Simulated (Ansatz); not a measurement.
**Sn wire along [100], 37 atoms a period, H-terminated: bands along the axis**

Aim: is the Sn wire along [100], 37 atoms a period, H-terminated a metal or a semiconductor?

Program: Ansatz 0.2.0. Level of theory: DFT PBE, plane waves, PAW; relaxation of a wire's period; PAW set soft_1, in the first sound run; inputs show where later runs differ. Results are calculated unless marked as measured.

**1. The structure**

The cell holds 65 atoms: 37 Sn and 28 H. Cell: a = 22.121 Å, b = 22.121 Å, c = 6.650 Å, α = 90.0°, β = 90.0°, γ = 90.0°. Vacuum lies along a and b. The structure's axis is c.

**2. Relaxing the period**

Band widths follow the bond lengths, so the wire is relaxed first. The atoms and the third cell vector are free; the box across stays fixed as vacuum. A Fermi-Dirac smearing is set since the result may be a metal. The pressure printed is a third of the stress's trace over the whole box, vacuum included; only the stress along the axis is relaxed.

input.yaml

```yaml
crystal:
  lattice:
    - [22.121, 0.0, 0.0]
    - [0.0, 22.121, 0.0]
    - [0.0, 0.0, 6.65]
  atoms:
    - { symbol: Sn, position: [0.274529315, 0.274529315, 0.0] }
    - { symbol: Sn, position: [0.274529315, 0.575148636, 0.0] }
    - { symbol: Sn, position: [0.424838975, 0.424838975, 0.0] }
    - { symbol: Sn, position: [0.424838975, 0.725458296, 0.0] }
    - { symbol: Sn, position: [0.575148636, 0.274529315, 0.0] }
    - { symbol: Sn, position: [0.575148636, 0.575148636, 0.0] }
    - { symbol: Sn, position: [0.725458296, 0.424838975, 0.0] }
    - { symbol: Sn, position: [0.725458296, 0.725458296, 0.0] }
    - { symbol: H, position: [0.153700104, 0.454319425, 0.098065719] }
    - { symbol: H, position: [0.454319425, 0.153700104, 0.098065719] }
    - { symbol: H, position: [0.545668186, 0.846287507, 0.098065719] }
    - { symbol: H, position: [0.846287507, 0.545668186, 0.098065719] }
    - { symbol: H, position: [0.228854934, 0.228854934, 0.151934281] }
    - { symbol: H, position: [0.771132677, 0.771132677, 0.151934281] }
    - { symbol: Sn, position: [0.199374484, 0.499993805, 0.25] }
    - { symbol: Sn, position: [0.349684145, 0.349684145, 0.25] }
    - { symbol: Sn, position: [0.349684145, 0.650303466, 0.25] }
    - { symbol: Sn, position: [0.499993805, 0.199374484, 0.25] }
    - { symbol: Sn, position: [0.499993805, 0.499993805, 0.25] }
    - { symbol: Sn, position: [0.499993805, 0.800613126, 0.25] }
    - { symbol: Sn, position: [0.650303466, 0.349684145, 0.25] }
    - { symbol: Sn, position: [0.650303466, 0.650303466, 0.25] }
    - { symbol: Sn, position: [0.800613126, 0.499993805, 0.25] }
    - { symbol: H, position: [0.228854934, 0.771132677, 0.348065719] }
    - { symbol: H, position: [0.771132677, 0.228854934, 0.348065719] }
    - { symbol: H, position: [0.153700104, 0.545668186, 0.401934281] }
    - { symbol: H, position: [0.454319425, 0.846287507, 0.401934281] }
    - { symbol: H, position: [0.545668186, 0.153700104, 0.401934281] }
    - { symbol: H, position: [0.846287507, 0.454319425, 0.401934281] }
    - { symbol: Sn, position: [0.274529315, 0.424838975, 0.5] }
    - { symbol: Sn, position: [0.274529315, 0.725458296, 0.5] }
    - { symbol: Sn, position: [0.424838975, 0.274529315, 0.5] }
    - { symbol: Sn, position: [0.424838975, 0.575148636, 0.5] }
    - { symbol: Sn, position: [0.575148636, 0.424838975, 0.5] }
    - { symbol: Sn, position: [0.575148636, 0.725458296, 0.5] }
    - { symbol: Sn, position: [0.725458296, 0.274529315, 0.5] }
    - { symbol: Sn, position: [0.725458296, 0.575148636, 0.5] }
    - { symbol: H, position: [0.153700104, 0.304009764, 0.598065719] }
    - { symbol: H, position: [0.153700104, 0.604629085, 0.598065719] }
    - { symbol: H, position: [0.304009764, 0.153700104, 0.598065719] }
    - { symbol: H, position: [0.395358525, 0.846287507, 0.598065719] }
    - { symbol: H, position: [0.604629085, 0.153700104, 0.598065719] }
    - { symbol: H, position: [0.695977846, 0.846287507, 0.598065719] }
    - { symbol: H, position: [0.846287507, 0.395358525, 0.598065719] }
    - { symbol: H, position: [0.846287507, 0.695977846, 0.598065719] }
    - { symbol: Sn, position: [0.199374484, 0.349684145, 0.75] }
    - { symbol: Sn, position: [0.199374484, 0.650303466, 0.75] }
    - { symbol: Sn, position: [0.349684145, 0.199374484, 0.75] }
    - { symbol: Sn, position: [0.349684145, 0.499993805, 0.75] }
    - { symbol: Sn, position: [0.349684145, 0.800613126, 0.75] }
    - { symbol: Sn, position: [0.499993805, 0.349684145, 0.75] }
    - { symbol: Sn, position: [0.499993805, 0.650303466, 0.75] }
    - { symbol: Sn, position: [0.650303466, 0.199374484, 0.75] }
    - { symbol: Sn, position: [0.650303466, 0.499993805, 0.75] }
    - { symbol: Sn, position: [0.650303466, 0.800613126, 0.75] }
    - { symbol: Sn, position: [0.800613126, 0.349684145, 0.75] }
    - { symbol: Sn, position: [0.800613126, 0.650303466, 0.75] }
    - { symbol: H, position: [0.153700104, 0.395358525, 0.901934281] }
    - { symbol: H, position: [0.153700104, 0.695977846, 0.901934281] }
    - { symbol: H, position: [0.304009764, 0.846287507, 0.901934281] }
    - { symbol: H, position: [0.395358525, 0.153700104, 0.901934281] }
    - { symbol: H, position: [0.604629085, 0.846287507, 0.901934281] }
    - { symbol: H, position: [0.695977846, 0.153700104, 0.901934281] }
    - { symbol: H, position: [0.846287507, 0.304009764, 0.901934281] }
    - { symbol: H, position: [0.846287507, 0.604629085, 0.901934281] }
kpoints:
  mp_grid: { grid: [1, 1, 13] }
scf:
  occupations: { method: fermi_dirac, width: 0.05 }
hamiltonian:
  xc: pbe
  pseudopotentials: { kind: paw, azcp: { folder: soft_1 } }
relax:
  cell: { fix: [a, b, alpha, beta, gamma] }
  max_steps: 45
  f_tol: 0.03
```

Command:

```sh
$ ansatz run input.yaml --threads 4 --pin off --max-ram 16384MiB --backend cpu --events-out ev --progress --plain --runs-dir out
```

Numbers of over 12 decimals in the logs are rounded to 6 here.

What it wrote:

```text
Engine: ansatz 0.2.0, aarch64-unknown-linux-gnu
Pseudopotentials: kind: paw
Pseudopotential: Sn, paw, valence charge 14, recommended cutoff 420 eV (normal), soft_1/Sn.paw.azcp
Pseudopotential: H, paw, valence charge 1, recommended cutoff 420 eV (normal), soft_1/H.paw.azcp
Functional definition: PBE
  parameter kappa = 0.804
  parameter beta = 0.066725
  exchange = pbe_x(kappa = kappa, mu = beta*pi^2/3)
  correlation = pbe_c(beta = beta)
Crystal: 65 atoms, lattice volume = 3254.102 Å³
Basis set: ecut = 420 eV, 63583 PW (Γ), exchange–correlation on 300×300×90 points (8 copies of the dense FFT grid, shifted against one another)
Bands: 338, of which v1, the nominal top of the filled ones, is band 273 counted from 1 (272 counted from 0)
Symmetry: 8 space group operations
Space group: P-42m (ITA 111), of the structure as read, at distance tolerance 1.5e-4 Å
k-points: 7 of 13
Non-local potential: Sn, projectors of the file, l = 0: 2, l = 1: 2, l = 2: 2, l = 3: 1
Non-local potential: H, projectors of the file, l = 0: 2, l = 1: 1
PAW form: soft (Blöchl's): semilocal exchange-correlation on the pseudo side does not see the compensation charge
PAW one-centre angular grid: Sn, 590 points (default); XC on 64 Gauss nodes
PAW one-centre angular grid: H, 110 points (default); XC on 64 Gauss nodes
Initial density: superposition of atomic densities (neutral atoms: chi_scale 0, normalization atom)
Initial wavefunctions: pseudopotential atomic-orbital guess
Functional: x = pbe(κ = 0.804, μ = 0.219515), c = pbe(β = 0.066725)
SCF iter   1: F=—  HF=-223338.560605 eV  |F-HF|=—  |Δ(HF+E_count)|=         —  Δρ=2.88e-2  dr2=2.94e1  ethr=3.10e-3  ⟨swp⟩=6.3  Hψ=9969  notcnv=0  defer=141
preconditioner: auto → Resta (q_TF=auto, 2.026 Å⁻¹)  ε∞=2.3  [insulator: Δε(μ)=0.612 eV  Ē_g=7.684 eV  σ=0.050 eV  W_gap=1.00  n_scr=444 (ndim 8)  ℏωp=8.6 eV  f_vac=0.462  D(μ)=0.02/eV (n_scr^D=0)  ε∞_Penn≈2.3  vacuum switching on, ρ_ref=4.3e-3 e/Å³]
SCF iter   2: F=—  HF=-223332.150527 eV  |F-HF|=—  |Δ(HF+E_count)|=    6.41e0  Δρ=1.17e-2  dr2=7.50e0  ethr=3.10e-3  ⟨swp⟩=2.3  Hψ=3199  notcnv=0  defer=369
SCF iter   3: F=—  HF=-223331.406247 eV  |F-HF|=—  |Δ(HF+E_count)|=   7.44e-1  Δρ=5.28e-3  dr2=6.03e0  ethr=1.37e-3  ⟨swp⟩=3.0  Hψ=3268  notcnv=0  defer=355
SCF iter   4: F=—  HF=-223330.739080 eV  |F-HF|=—  |Δ(HF+E_count)|=   6.67e-1  Δρ=1.75e-3  dr2=4.53e-1  ethr=1.10e-3  ⟨swp⟩=3.1  Hψ=3287  notcnv=0  defer=356
SCF iter   5: F=—  HF=-223330.726619 eV  |F-HF|=—  |Δ(HF+E_count)|=   1.25e-2  Δρ=6.59e-4  dr2=2.39e-2  ethr=8.30e-5  ⟨swp⟩=2.4  Hψ=2712  notcnv=0  defer=358
SCF iter   6: F=—  HF=-223330.739189 eV  |F-HF|=—  |Δ(HF+E_count)|=   1.26e-2  Δρ=2.61e-4  dr2=2.76e-3  ethr=4.39e-6  ⟨swp⟩=2.0  Hψ=2625  notcnv=0  defer=358
SCF iter   7: F=—  HF=-223330.742190 eV  |F-HF|=—  |Δ(HF+E_count)|=   3.00e-3  Δρ=6.57e-5  dr2=2.79e-4  ethr=5.05e-7  ⟨swp⟩=2.0  Hψ=3638  notcnv=0  defer=358
SCF iter   8: F=—  HF=-223330.742367 eV  |F-HF|=—  |Δ(HF+E_count)|=   1.76e-4  Δρ=1.90e-5  dr2=2.19e-5  ethr=5.11e-8  ⟨swp⟩=2.0  Hψ=3920  notcnv=0  defer=358
SCF iter   9: F=—  HF=-223330.742111 eV  |F-HF|=—  |Δ(HF+E_count)|=   2.56e-4  Δρ=8.28e-6  dr2=6.39e-6  ethr=4.02e-9  ⟨swp⟩=3.0  Hψ=4399  notcnv=0  defer=358
SCF iter  10: F=—  HF=-223330.742114 eV  |F-HF|=—  |Δ(HF+E_count)|=   3.32e-6  Δρ=3.17e-6  dr2=7.73e-7  ethr=1.17e-9  ⟨swp⟩=3.0  Hψ=3930  notcnv=0  defer=358
SCF iter  11: F=-223330.742115 eV  HF=-223330.742115 eV  |F-HF|=4.89e-8  |Δ(HF+E_count)|=   7.67e-7  Δρ=8.75e-7  dr2=5.29e-8  ethr=1.83e-11  ⟨swp⟩=3.3  Hψ=8682  notcnv=0
SCF 1 converged in 11 iterations: F = -223330.742115 eV  dr2 = 5.29e-8
  greatest PAW one-centre occupation: 0.991 electrons in one spin orbital (limit 2), on the Sn atom at site 52 (counted from 0), in its partial waves of l = 2
relax step   1: F+E_penalty+E_count = -223330.74211491 eV  Δ(F+E_penalty+E_count) = +0.000e0 eV  max|allowed force component| = 1.666e-1 eV/Å  Δτ_max = 0.0000 Å  P = -0.317 GPa  Ω = 3254.102 Å³  fix = [a, b, alpha, beta, gamma]  reactions: a -0.350, b -0.350 GPa  (11 SCF iters, dr2 threshold 1.00e-7 eV, accepted)
Crystal: 65 atoms, lattice volume = 3250.277 Å³
Basis set: ecut = 420 eV, 63471 PW (Γ), exchange–correlation on 300×300×90 points (8 copies of the dense FFT grid, shifted against one another)
Initial density: handed on by an earlier stage of this run
Initial wavefunctions: those handed on with the density
iter 1 solved again at ethr=1.44e-4 eV; its pass at ethr=3.10e-3 eV (dr2=7.84e-1 eV) is discarded
SCF iter   1: F=—  HF=-223330.784592 eV  |F-HF|=—  |Δ(HF+E_count)|=         —  Δρ=5.89e-3  dr2=7.92e-1  ethr=1.44e-4  ⟨swp⟩=7.1  Hψ=10597  notcnv=0  defer=2
preconditioner: auto → Resta (q_TF=auto, 2.027 Å⁻¹)  ε∞=1.6  [insulator: Δε(μ)=1.018 eV  Ē_g=18.949 eV  σ=0.050 eV  W_gap=1.00  n_scr=444 (ndim 8)  ℏωp=15.2 eV  f_vac=0.508  D(μ)=0.00/eV (n_scr^D=0)  ε∞_Penn≈1.6  vacuum switching on, ρ_ref=2.6e-2 e/Å³]
SCF iter   2: F=—  HF=-223330.671022 eV  |F-HF|=—  |Δ(HF+E_count)|=   1.14e-1  Δρ=2.98e-3  dr2=1.87e-1  ethr=1.44e-4  ⟨swp⟩=3.1  Hψ=3278  notcnv=0  defer=101
SCF iter   3: F=—  HF=-223330.690975 eV  |F-HF|=—  |Δ(HF+E_count)|=   2.00e-2  Δρ=7.29e-4  dr2=2.66e-1  ethr=3.42e-5  ⟨swp⟩=3.4  Hψ=3811  notcnv=0  defer=188
SCF iter   4: F=—  HF=-223330.657285 eV  |F-HF|=—  |Δ(HF+E_count)|=   3.37e-2  Δρ=2.90e-4  dr2=2.67e-2  ethr=3.42e-5  ⟨swp⟩=2.0  Hψ=2641  notcnv=0  defer=326
SCF iter   5: F=—  HF=-223330.654615 eV  |F-HF|=—  |Δ(HF+E_count)|=   2.67e-3  Δρ=1.36e-4  dr2=7.14e-4  ethr=4.90e-6  ⟨swp⟩=1.7  Hψ=2385  notcnv=0  defer=326
SCF iter   6: F=—  HF=-223330.654640 eV  |F-HF|=—  |Δ(HF+E_count)|=   2.53e-5  Δρ=4.55e-5  dr2=6.69e-5  ethr=1.31e-7  ⟨swp⟩=2.6  Hψ=3610  notcnv=0  defer=336
SCF iter   7: F=—  HF=-223330.654677 eV  |F-HF|=—  |Δ(HF+E_count)|=   3.66e-5  Δρ=1.45e-5  dr2=9.54e-6  ethr=1.22e-8  ⟨swp⟩=2.0  Hψ=2629  notcnv=0  defer=336
SCF iter   8: F=—  HF=-223330.654680 eV  |F-HF|=—  |Δ(HF+E_count)|=   3.76e-6  Δρ=4.66e-6  dr2=2.16e-6  ethr=3.18e-10  ⟨swp⟩=5.3  Hψ=7629  notcnv=0
SCF iter   9: F=-223330.654680 eV  HF=-223330.654680 eV  |F-HF|=2.08e-8  |Δ(HF+E_count)|=   3.63e-8  Δρ=1.83e-6  dr2=1.11e-7  ethr=3.18e-10  ⟨swp⟩=4.9  Hψ=6805  notcnv=0
SCF 2 converged in 9 iterations: F = -223330.654680 eV  dr2 = 1.11e-7
  greatest PAW one-centre occupation: 0.991 electrons in one spin orbital (limit 2), on the Sn atom at site 18 (counted from 0), in its partial waves of l = 2
[...]
E_ewald      = 52766.709335
  E_smearing   = -0.000008  (= −TS)
  E_closure    = -0.000000  (closes the sum)
  Σ components = -223331.148024   (vs F -223331.148024, Δ=0.00e0)
--- Forces (eV/Å), atoms counted from 1 ---
  atom   1  Sn     0.00530082     0.00530082    -0.00174853
  atom   2  Sn    -0.00593535     0.00845491     0.00362198
  atom   3  Sn    -0.00480747    -0.00480747     0.00241536
  atom   4  Sn    -0.00845491     0.00593535     0.00362198
  atom   5  Sn     0.00845491    -0.00593535     0.00362198
  atom   6  Sn     0.00480747     0.00480747     0.00241536
  atom   7  Sn     0.00593535    -0.00845491     0.00362198
  atom   8  Sn    -0.00530082    -0.00530082    -0.00174853
  atom   9  H     -0.00055936     0.00112649    -0.00040860
  atom  10  H      0.00112649    -0.00055936    -0.00040860
  atom  11  H     -0.00112649     0.00055936    -0.00040860
  atom  12  H      0.00055936    -0.00112649    -0.00040860
  atom  13  H     -0.00416140    -0.00416140     0.00218625
  atom  14  H      0.00416140     0.00416140     0.00218625
  atom  15  Sn     0.00076749    -0.00000000    -0.00000000
  atom  16  Sn     0.00160180     0.00160180    -0.00090139
  atom  17  Sn     0.00160180    -0.00160180     0.00090139
  atom  18  Sn    -0.00000000     0.00076749    -0.00000000
  atom  19  Sn     0.00000000     0.00000000     0.00000000
  atom  20  Sn     0.00000000    -0.00076749    -0.00000000
  atom  21  Sn    -0.00160180     0.00160180     0.00090139
  atom  22  Sn    -0.00160180    -0.00160180    -0.00090139
  atom  23  Sn    -0.00076749     0.00000000     0.00000000
  atom  24  H     -0.00416140     0.00416140    -0.00218625
  atom  25  H      0.00416140    -0.00416140    -0.00218625
  atom  26  H     -0.00055936    -0.00112649     0.00040860
  atom  27  H      0.00112649     0.00055936     0.00040860
  atom  28  H     -0.00112649    -0.00055936     0.00040860
  atom  29  H      0.00055936     0.00112649     0.00040860
  atom  30  Sn    -0.00593535    -0.00845491    -0.00362198
  atom  31  Sn     0.00530082    -0.00530082     0.00174853
  atom  32  Sn    -0.00845491    -0.00593535    -0.00362198
  atom  33  Sn    -0.00480747     0.00480747    -0.00241536
  atom  34  Sn     0.00480747    -0.00480747    -0.00241536
  atom  35  Sn     0.00845491     0.00593535    -0.00362198
  atom  36  Sn    -0.00530082     0.00530082     0.00174853
  atom  37  Sn     0.00593535     0.00845491    -0.00362198
  atom  38  H      0.00283794     0.00104005    -0.00267699
  atom  39  H     -0.00055854     0.00222341     0.00197119
  atom  40  H      0.00104005     0.00283794    -0.00267699
[...]
atom  54  Sn    -0.01033668     0.00000000     0.00000000
  atom  55  Sn    -0.00154329     0.00265303     0.00330793
  atom  56  Sn     0.00265303     0.00154329    -0.00330793
  atom  57  Sn     0.00265303    -0.00154329     0.00330793
  atom  58  H     -0.00055854    -0.00222341    -0.00197119
  atom  59  H      0.00283794    -0.00104005     0.00267699
  atom  60  H      0.00104005    -0.00283794     0.00267699
  atom  61  H     -0.00222341    -0.00055854    -0.00197119
  atom  62  H      0.00222341     0.00055854    -0.00197119
  atom  63  H     -0.00104005     0.00283794     0.00267699
  atom  64  H     -0.00283794     0.00104005     0.00267699
  atom  65  H      0.00055854     0.00222341    -0.00197119
  max |Σ_I F_I| component: 5.64e-18 eV/Å
--- Stress (GPa, compression-positive) ---
        0.004466      -0.000000      -0.000000
       -0.000000       0.004466      -0.000000
       -0.000000      -0.000000       0.006992
  P = ⅓ Tr σ = 0.0053 GPa (0.053 kbar)
--- Relaxed structure (8 steps of the walk, 6 accepted, 1 SCFs on fresh bases) ---
  F+E_penalty+E_count = -223331.14802433 eV   max|allowed force component| = 1.034e-2 eV/Å   (the final SCF, on the basis selected at the relaxed cell)
  cell:  # Å, volume = 3259.9809 Å³
    - [22.121, 0, 0]
    - [0, 22.121, 0]
    - [0, 0, 6.662014]
  atoms:
    - { symbol: Sn, position: [0.276801, 0.276801, -0.00299014] }
    - { symbol: Sn, position: [0.275771, 0.575166, 0.000659386] }
    - { symbol: Sn, position: [0.425320, 0.425320, -0.00114647] }
    - { symbol: Sn, position: [0.424834, 0.724229, 0.000659386] }
    - { symbol: Sn, position: [0.575166, 0.275771, 0.000659386] }
    - { symbol: Sn, position: [0.574680, 0.574680, -0.00114647] }
    - { symbol: Sn, position: [0.724229, 0.424834, 0.000659386] }
    - { symbol: Sn, position: [0.723199, 0.723199, -0.00299014] }
    - { symbol: H, position: [0.156259, 0.455485, 0.102881] }
    - { symbol: H, position: [0.455485, 0.156259, 0.102881] }
    - { symbol: H, position: [0.544515, 0.843741, 0.102881] }
    - { symbol: H, position: [0.843741, 0.544515, 0.102881] }
    - { symbol: H, position: [0.231181, 0.231181, 0.146624] }
    - { symbol: H, position: [0.768819, 0.768819, 0.146624] }
    - { symbol: Sn, position: [0.203163, 0.5, 0.250000] }
    - { symbol: Sn, position: [0.350912, 0.350912, 0.248941] }
    - { symbol: Sn, position: [0.350912, 0.649088, 0.251059] }
    - { symbol: Sn, position: [0.5, 0.203163, 0.250000] }
    - { symbol: Sn, position: [0.5, 0.5, 0.250000] }
    - { symbol: Sn, position: [0.5, 0.796837, 0.250000] }
    - { symbol: Sn, position: [0.649088, 0.350912, 0.251059] }
    - { symbol: Sn, position: [0.649088, 0.649088, 0.248941] }
    - { symbol: Sn, position: [0.796837, 0.5, 0.250000] }
    - { symbol: H, position: [0.231181, 0.768819, 0.353376] }
    - { symbol: H, position: [0.768819, 0.231181, 0.353376] }
    - { symbol: H, position: [0.156259, 0.544515, 0.397119] }
    - { symbol: H, position: [0.455485, 0.843741, 0.397119] }
    - { symbol: H, position: [0.544515, 0.156259, 0.397119] }
    - { symbol: H, position: [0.843741, 0.455485, 0.397119] }
    - { symbol: Sn, position: [0.275771, 0.424834, 0.499341] }
    - { symbol: Sn, position: [0.276801, 0.723199, 0.502990] }
    - { symbol: Sn, position: [0.424834, 0.275771, 0.499341] }
    - { symbol: Sn, position: [0.425320, 0.574680, 0.501146] }
    - { symbol: Sn, position: [0.574680, 0.425320, 0.501146] }
    - { symbol: Sn, position: [0.575166, 0.724229, 0.499341] }
    - { symbol: Sn, position: [0.723199, 0.276801, 0.502990] }
    - { symbol: Sn, position: [0.724229, 0.575166, 0.499341] }
    - { symbol: H, position: [0.168773, 0.294064, 0.565162] }
    - { symbol: H, position: [0.145739, 0.617108, 0.648927] }
    - { symbol: H, position: [0.294064, 0.168773, 0.565162] }
    - { symbol: H, position: [0.382892, 0.854261, 0.648927] }
    - { symbol: H, position: [0.617108, 0.145739, 0.648927] }
    - { symbol: H, position: [0.705936, 0.831227, 0.565162] }
    - { symbol: H, position: [0.854261, 0.382892, 0.648927] }
    - { symbol: H, position: [0.831227, 0.705936, 0.565162] }
    - { symbol: Sn, position: [0.203150, 0.344243, 0.729790] }
    - { symbol: Sn, position: [0.203150, 0.655757, 0.770210] }
    - { symbol: Sn, position: [0.344243, 0.203150, 0.729790] }
    - { symbol: Sn, position: [0.349894, 0.5, 0.750000] }
    - { symbol: Sn, position: [0.344243, 0.796850, 0.770210] }
    - { symbol: Sn, position: [0.5, 0.349894, 0.750000] }
    - { symbol: Sn, position: [0.5, 0.650106, 0.750000] }
    - { symbol: Sn, position: [0.655757, 0.203150, 0.770210] }
    - { symbol: Sn, position: [0.650106, 0.5, 0.750000] }
    - { symbol: Sn, position: [0.655757, 0.796850, 0.729790] }
    - { symbol: Sn, position: [0.796850, 0.344243, 0.770210] }
    - { symbol: Sn, position: [0.796850, 0.655757, 0.729790] }
    - { symbol: H, position: [0.145739, 0.382892, 0.851073] }
    - { symbol: H, position: [0.168773, 0.705936, 0.934838] }
    - { symbol: H, position: [0.294064, 0.831227, 0.934838] }
    - { symbol: H, position: [0.382892, 0.145739, 0.851073] }
    - { symbol: H, position: [0.617108, 0.854261, 0.851073] }
    - { symbol: H, position: [0.705936, 0.168773, 0.934838] }
    - { symbol: H, position: [0.831227, 0.294064, 0.934838] }
    - { symbol: H, position: [0.854261, 0.617108, 0.851073] }
[key lines of the parts left out:]
SCF converged after 6 iterations
Free energy (F): -223331.148024 eV
Fermi energy:    0.387298 eV
```

Wall time 59 min (4 threads of Arm Neoverse V1, shared host); peak memory 11 GiB.

The steps of the relaxation:

| step | energy less that of the first step (eV) | largest force component (eV/Å) | pressure (GPa) | volume (Å³) |
| --- | --- | --- | --- | --- |
| 1 | 0.0000 | 0.1666 | -0.32 | 3254.10 |
| 2 | 0.0874 | 0.7351 | 0.24 | 3250.28 |
| 3 | -0.2270 | 0.0584 | -0.10 | 3255.62 |
| 4 | -0.2879 | 0.0453 | -0.02 | 3264.42 |
| 5 | -0.3609 | 0.0361 | 0.00 | 3263.09 |
| 6 | -0.3879 | 0.1372 | -0.04 | 3266.12 |
| 7 | -0.3849 | 0.0735 | 0.03 | 3257.91 |
| 8 | -0.4054 | 0.0103 | 0.00 | 3259.98 |
| 9* | -0.4059 | 0.0103 | 0.01 | 3259.98 |

Relaxation steps marked * repeat the geometry before them on a plane-wave basis chosen anew for their cell, so energy and pressure can jump there. Relaxation steps 2, 7 were tried and not accepted.

The run keeps the 8 symmetry operations that it works with, so distortions that break them were not tested.

| cell as run | before | after | change |
| --- | --- | --- | --- |
| c (Å) | 6.650 | 6.662 | +0.2 % |

The atoms that moved most (Å, along periodic axes as changes of fractional coordinates times the final cell, across vacuum about the mean position):

| atom | dx | dy | dz | length |
| --- | --- | --- | --- | --- |
| H42 | 0.276 | -0.176 | 0.339 | 0.471 |
| H39 | -0.176 | 0.276 | 0.339 | 0.471 |
| H62 | 0.276 | 0.176 | -0.339 | 0.471 |
| H65 | 0.176 | 0.276 | -0.339 | 0.471 |
| H61 | -0.276 | -0.176 | -0.339 | 0.471 |
| H58 | -0.176 | -0.276 | -0.339 | 0.471 |
| H44 | 0.176 | -0.276 | 0.339 | 0.471 |
| H41 | -0.276 | 0.176 | 0.339 | 0.471 |

This step gave:

| Quantity | Value |
| --- | --- |
| cell length along the wire | 6.662 Å |

The cell's length comes to 6.662 Å with spin left out.

(Part 1 of 2 ends here.)

[Logs are printed without paths, hosts, clocks, repeated set-up lines and the standing remarks that a program may print on its own settings, such as how far it seeks lower states.]

[Hosts, paths, dates, database ids (printed as entryN), source tags and the programs' standing remarks are cut or masked in the printed files.]
